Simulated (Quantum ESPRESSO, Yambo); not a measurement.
# Quasiparticle gap of PbO (P4/nmm) in Yambo, part 2 of 3

Aim: the G0W0 gap of PbO (P4/nmm) on PBE, step by step.

Quantum ESPRESSO 7.5 and Yambo 5.3.0; PBE and many-body steps on it, plane waves. Known limits of the many-body steps: not at the basis limit; no spin-orbit coupling; coarse k mesh.

So far. Step 2 (Ground state): The gap is indirect, with the least direct gap 1.00 eV higher. Step 3 (Bands along the symmetry lines): The gap is 1.139 eV, −0.001 eV from the run before at this level.

The database entry behind the starting cell differs from later determinations by our own check (c about 1 % long), so it need not match the best structure at ambient conditions.

### Step 4. Empty states on the mesh, 4×4×2 mesh, 163 bands

Level of this step: DFT, PBE, plane waves, norm-conserving pseudopotentials (Quantum ESPRESSO).

The sums over transitions need many empty states on a uniform mesh; this step solves for them.

Input file pw.in:

```
&control
  calculation = 'nscf'
  prefix = 'x'
  outdir = 'o'
  pseudo_dir = 'pseudo'
/
&system
  ibrav = 0
  nat = 4
  ntyp = 2
  ecutwfc = 76.0
  nbnd = 163
  force_symmorphic = .true.
/
&electrons
  conv_thr = 1e-9
  electron_maxstep = 80
  diago_full_acc = .true.
  diago_thr_init = 5e-6
/
ATOMIC_SPECIES
  Pb 207.2 Pb.upf
  O 15.999 O.upf
CELL_PARAMETERS angstrom
  3.9600000000 0.0000000000 0.0000000000
  0.0000000000 3.9600000000 0.0000000000
  0.0000000000 0.0000000000 5.0700000000
ATOMIC_POSITIONS crystal
  Pb 0.0000000000 0.5000000000 0.2385140000
  Pb 0.5000000000 0.0000000000 0.7614860000
  O 0.0000000000 0.0000000000 0.0000000000
  O 0.5000000000 0.5000000000 0.0000000000
K_POINTS automatic
  4 4 2 0 0 0
```

Command:

```bash
> OMP_NUM_THREADS=1 mpirun -n 8 pw.x -nk 4 -in pw.in > pw.out
```

Output:

```text
[banner, memory and clock lines left out]
Program PWSCF v.7.5 starts

     Atomic positions and unit cell read from directory:
     o/x.save/

     Message from routine setup:
     using ibrav=0 with symmetry is DISCOURAGED, use correct ibrav instead

     bravais-lattice index     =            0
     lattice parameter (alat)  =       7.4833  a.u.
     unit-cell volume          =     536.5311 (a.u.)^3
     number of atoms/cell      =            4
     number of atomic types    =            2
     number of electrons       =        56.00
     number of Kohn-Sham states=          163
     kinetic-energy cutoff     =      76.0000  Ry
     charge density cutoff     =     304.0000  Ry
     Exchange-correlation= PBE
                           (   1   4   3   4   0   0   0)

     celldm(1)=   7.483315  celldm(2)=   0.000000  celldm(3)=   0.000000
     celldm(4)=   0.000000  celldm(5)=   0.000000  celldm(6)=   0.000000

     crystal axes: (cart. coord. in units of alat)
               a(1) = (   1.000000   0.000000   0.000000 )
               a(2) = (   0.000000   1.000000   0.000000 )
               a(3) = (   0.000000   0.000000   1.280303 )

     reciprocal axes: (cart. coord. in units 2 pi/alat)
               b(1) = (  1.000000  0.000000  0.000000 )
               b(2) = (  0.000000  1.000000  0.000000 )
               b(3) = (  0.000000  0.000000  0.781065 )
     Pseudo is Norm-conserving + core correction, Zval = 22.0
     Generated using ONCVPSP code by D. R. Hamann
     Using radial grid of 1692 points,  7 beta functions with:
     Pseudo is Norm-conserving + core correction, Zval =  6.0
     Generated using ONCVPSP code by D. R. Hamann
     Using radial grid of  936 points,  5 beta functions with:
     Pb               22.00   207.20000     Pb( 1.00)
     O                 6.00    15.99900     O ( 1.00)

      8 Sym. Ops. (no inversion) found

   Cartesian axes

     site n.     atom                  positions (alat units)
         1        Pb     tau(   1) = (   0.0000000   0.5000000   0.3053702  )
         2        Pb     tau(   2) = (   0.5000000   0.0000000   0.9749328  )
         3        O      tau(   3) = (   0.0000000   0.0000000   0.0000000  )
         4        O      tau(   4) = (   0.5000000   0.5000000   0.0000000  )

     number of k points=    12
                       cart. coord. in units 2pi/alat
        k(    1) = (   0.0000000   0.0000000   0.0000000), wk =   0.0625000
        k(    2) = (   0.0000000   0.0000000  -0.3905325), wk =   0.0625000
        k(    3) = (   0.0000000   0.2500000   0.0000000), wk =   0.2500000
[...]
k(   11) = (  -0.5000000  -0.5000000   0.0000000), wk =   0.0625000
        k(   12) = (  -0.5000000  -0.5000000  -0.3905325), wk =   0.0625000

     Dense  grid:    48109 G-vectors     FFT dimensions: (  45,  45,  54)

     The potential is recalculated from file :
     o/x.save/charge-density

     Starting wfcs are   34 randomized atomic wfcs +  129 random wfcs

     Band Structure Calculation

     End of band structure calculation

          k = 0.0000 0.0000 0.0000 (  6023 PWs)   bands (ev):

  -128.2830-128.2830 -69.9774 -69.9774 -69.9769 -69.9769 -69.9736 -69.9728
    -7.8584  -7.3200  -5.5689  -5.5689  -5.5086  -5.5056  -5.4213  -5.3480
    -5.3451  -5.3451  -5.3282  -3.9810   3.2148   3.7135   6.2611   6.2611
     8.7623   8.8860   8.8860  10.4904  12.9003  16.0070  16.0704  16.0704
[...]
[... 9 further rows ...]
[...]
84.9628  84.9628  85.6770

          k = 0.0000 0.0000-0.3905 (  6026 PWs)   bands (ev):

  -128.2831-128.2829 -69.9773 -69.9773 -69.9771 -69.9771 -69.9734 -69.9731
[...]
[... 9 further rows ...]
[...]
86.1723  86.1976  86.1977

          k = 0.0000 0.2500 0.0000 (  6009 PWs)   bands (ev):

  -128.2830-128.2830 -69.9774 -69.9773 -69.9771 -69.9770 -69.9735 -69.9729
[...]
44.5791  45.4382  45.7789  46.5083  46.5506  46.8208  47.3082  47.4017
     [... 9 further rows ...]
    80.4210  81.1964  81.2223  81.3879  82.3387  82.6145  83.4185  84.2399
    84.6215  85.2540  85.4120

          k = 0.0000 0.2500-0.3905 (  6018 PWs)   bands (ev):

     [... further k-points ...]

     highest occupied, lowest unoccupied level (ev):    10.4904   11.6307

     XML data file, pseudopotentials, collected wavefunctions
```

Wall time 13 s (8 MPI ranks of Arm Neoverse V2, shared host); peak memory 0.73 GiB.

Numbers from this step:

| Quantity | Value |
| --- | --- |
| gap | 1.140 eV |
| k of the valence top | 0, 0, 0 |
| k of the conduction bottom | -0.5, -0.5, 0 |
| least direct gap | 2.140 eV |
| k points computed | 12 |
| lowest point of the top converged band, above the valence top | 73.0601 eV |

On this mesh the gap is 1.140 eV.

### Step 5. Conversion and set-up

This step: Yambo 5.3.0; conversion and set-up on PBE, plane waves, norm-conserving pseudopotentials.

The states are converted to the many-body program's format and the q mesh is built.

Command:

```bash
> (cd o/x.save; p2y > p2y.log; mv SAVE ../..); yambo > setup.log
```

Output:

```text
 Yambo, version 5.3.0

 [02] CORE Variables Setup
 =========================

  [02.01] Unit cells
  ==================

  Cell kind             :  Unknown
  Atoms in the cell     :  Pb  O
  number of Pb atoms    :  2
  number of O  atoms    :  2

  List of atomic masses
  Mass of Pb    :  207.2000
  Mass of O     :  15.99900

  List of atomic coordinates    : [cc]
  Pb1       :  0.000000  3.741658  2.285182  order 1
  Pb2       :  3.741658  0.000000  7.295730  order 2
  O1       :  0.000000  0.000000  0.000000  order 3
  O2       :  3.741658  3.741658  0.000000  order 4

  Alat factors          :  7.483315  7.483315  9.580911 [a.u.]
  Direct lattice volume :  536.5311 [a.u.]
  Direct lattice vectors:  A[ 1 ]  A[ 2 ]  A[ 3 ]
   A[ 1 ]:  1.000000  0.000000  0.000000  [iru]
   7.483315  0.000000  0.000000  [cc]
   A[ 2 ]:  0.000000  1.000000  0.000000  [iru]
   0.000000  7.483315  0.000000  [cc]
   A[ 3 ]:  0.000000  0.000000  1.000000  [iru]
   0.000000  0.000000  9.580911  [cc]

  Recip. lattice volume :  0.462322 [a.u.]
  Recip. lattice vectors:  B[ 1 ]  B[ 2 ]  B[ 3 ]
   B[ 1 ]:  1.000000  0.000000  0.000000  [iku]
   0.839626  0.000000  0.000000  [cc]
   B[ 2 ]:  0.000000  1.000000  0.000000  [iku]
   0.000000  0.839626  0.000000  [cc]
   B[ 3 ]:  0.000000  0.000000  1.000000  [iku]
   0.000000  0.000000  0.655802  [cc]

  [02.02] Symmetries
  ==================

  Inversion symmetry    : yes
  Spatial inversion     : no
  Inversion index       :   9
  K-space Time-reversal : yes
  Magnetic symmetries   : no
  Time-reversal derived K-space symmetries:   9  16
  Group table correct   : yes
  Symmetries units      :  [cc]

   [S  1]:  1.000000  0.000000  0.000000  0.000000  1.000000  0.000000  0.000000  0.000000  1.000000
   [S  2]: -1.000000  0.000000  0.000000  0.000000 -1.000000  0.000000  0.000000  0.000000  1.000000
   [S  3]:  0.000000  1.000000  0.000000  1.000000  0.000000  0.000000  0.000000  0.000000 -1.000000
[...]
[S  7]:  0.000000  1.000000  0.000000 -1.000000  0.000000  0.000000  0.000000  0.000000 -1.000000
   [S  8]:  0.000000 -1.000000  0.000000  1.000000  0.000000  0.000000  0.000000  0.000000 -1.000000
   [S* 9]: -1.000000 -0.000000 -0.000000 -0.000000 -1.000000 -0.000000 -0.000000 -0.000000 -1.000000
   [S*10]:  1.000000 -0.000000 -0.000000 -0.000000  1.000000 -0.000000 -0.000000 -0.000000 -1.000000
     [... 4 further rows ...]
   [S*15]: -0.000000 -1.000000 -0.000000  1.000000 -0.000000 -0.000000 -0.000000 -0.000000  1.000000
   [S*16]: -0.000000  1.000000 -0.000000 -1.000000 -0.000000 -0.000000 -0.000000 -0.000000  1.000000

  [02.03] Reciprocal space
  ========================

  nG shells         :  2941
  nG charge         :   48109
  nG WFs            :   7417
  nC WFs            :   6026
  G-vecs. in first 80 shells:  [ Number ]
     1    3    7   15   19   21   29   37   41
[...]
WF components:   6026
  K [ 3]         [rlu]:  0.000000  0.250000  0.000000
         WF components:   6009
[...]
K [ 8]         [rlu]:  0.250000  0.250000 -0.500000
[...]
K [ 9]         [rlu]:  0.250000 -0.500000  0.000000
[...]
K [10]         [rlu]:  0.250000 -0.500000 -0.500000
[...]
K [11]         [rlu]: -0.500000 -0.500000  0.000000
         WF components:   6004
  K [12]         [rlu]: -0.500000 -0.500000 -0.500000
         WF components:   5984

  [02.05] Energies & Occupations
  ==============================

  [X] === General ===
  [X] Electronic Temperature                        :  0.000000  0.000000 [eV K]
  [X] Bosonic    Temperature                        :  0.000000  0.000000 [eV K]
  [X] Finite Temperature mode                       : no
  [X] El. density                                   :  0.70435E+24 [cm-3]
  [X] Fermi Level                                   :  10.49037 [eV]

  [X] === Gaps and Widths ===
  [X] Conduction Band Min                           :  1.140335 [eV]
  [X] Valence Band Max                              :  0.000000 [eV]
  [X] Filled Bands                                  :  28
  [X] Empty Bands                                   :   29  163
  [X] Direct Gap                                    :  2.139708 [eV]
  [X] Direct Gap localized at k                     :  11
  [X] Indirect Gap                                  :  1.140335 [eV]
  [X] Indirect Gap between kpts                     :   1  11
  [X] Last valence band width                       :  1.733892 [eV]
  [X] 1st conduction band width                     :  2.397837 [eV]

  E @ K [ 1]:  [eV]
  -138.7734 -138.7734  -80.4678  -80.4678  -80.4673  -80.4673  -80.4640  -80.4632
[...]
occ @ K [ 1]
[...]
E @ K [ 2]:  [eV]
[...]
occ @ K [ 2]
[...]
E @ K [ 3]:  [eV]
[...]
occ @ K [ 3]
[...]
E @ K [ 8]:  [eV]
[...]
occ @ K [ 8]
[...]
E @ K [ 9]:  [eV]
[...]
occ @ K [ 9]
[...]
E @ K [10]:  [eV]
[...]
occ @ K [10]
[...]
E @ K [11]:  [eV]
[...]
occ @ K [11]
[...]
E @ K [12]:  [eV]
[...]
occ @ K [12]
[...]
0.000000  0.000000  0.000000  0.000000  0.000000  0.000000  0.000000  0.000000
   0.000000  0.000000  0.000000  0.000000  0.000000  0.000000  0.000000  0.000000

 [03] Transferred momenta grid and indexing
 ==========================================

 IBZ Q-points                                      :  12
 BZ  Q-points                                      :   32

 K/Q-points units:
 rlu = crystal or reduced units; cc = cartesian coordinates; iku = interal k-units

 Q [ 1]         [rlu]:  0.000000  0.000000  0.000000
 Q [ 2]         [rlu]:  0.000000  0.000000 -0.500000
 Q [ 3]         [rlu]:  0.000000  0.250000  0.000000
[...]
Q [ 8]         [rlu]:  0.250000  0.250000 -0.500000
 Q [ 9]         [rlu]:  0.250000 -0.500000  0.000000
 Q [10]         [rlu]:  0.250000 -0.500000 -0.500000
 Q [11]         [rlu]: -0.500000 -0.500000  0.000000
 Q [12]         [rlu]: -0.500000 -0.500000 -0.500000

  [03.01] X indexes
  =================

   [03.01.01] Sigma indexes
   ========================

 [06] Game Over & Game summary
```

Elapsed: 2.2 s, on 1 MPI rank; peak memory 0.24 GiB.

(Continued in part 3 of 3.)

[Paths, hosts, dates, memory and timing lines, banners, echoed tables and standing remarks are left out of the program output.]

[Logs are printed without paths, hosts, clocks, repeated set-up lines and the standing remarks that a program may print on its own settings, such as how far it seeks lower states.]

[Runs of the session that timed out or met a known fault of the program may be left out.]

[Hosts, paths, dates, database ids (printed as entryN), source tags and the programs' standing remarks are cut or masked in the printed files.]
